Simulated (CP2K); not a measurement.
Consider nitronium at its PBE geometry (Å).

```xyz
3

O     0.0000    0.0000   -1.1339
N     0.0000    0.0000    0.0000
O     0.0000    0.0000    1.1339
```

Method: CP2K XAS_TDP, all-electron GAPW, PBEh(45%), aug-cc-pVTZ, TDA, GW2X-corrected core level, no relativity.

Q: Where do the N K-edge lines lie, and how strong are they?

Leading lines: N2 405.56 eV. The leading line of an atom is its first one with 35 % of the strongest within 2.5 eV of its lowest line over the strength cut. Core ionisation energies at this level: N2 424.24 eV.

The first six lines of each atom with a strength over 0.0015:

| atom | energy (eV) | states | strength, one atom | above the computed threshold |
| --- | --- | --- | --- | --- |
| N2 (bonded to 2 O) | 405.56 | 2 | 0.1550 |  |
|  | 418.46 | 2 | 0.0074 |  |
|  | 422.27 | 1 | 0.0265 |  |
|  | 424.90 | 1 | 0.0102 | yes |
|  | 425.98 | 1 | 0.0711 | yes |
|  | 426.77 | 2 | 0.0458 | yes |

Lines are vertical, at one geometry, with no vibrational structure. GW2X ionisation energies and lines can be off by 1 to 2 eV either way, and a good line position may hide errors that cancel. These values hold no scalar relativity, about 0.2 eV for N 1s. Rydberg lines, and the discretised continuum above threshold, depend on the basis and the box. The ion (charge +1) is isolated, with no counter-ion or solvent.

[Banner, clock and machine lines of the logs are left out without a mark of their own.]

[Logs are printed without paths, hosts, clocks, repeated set-up lines and the standing remarks that a program may print on its own settings, such as how far it seeks lower states.]

[Hosts, paths, dates, database ids (printed as entryN), source tags and the programs' standing remarks are cut or masked in the printed files.]
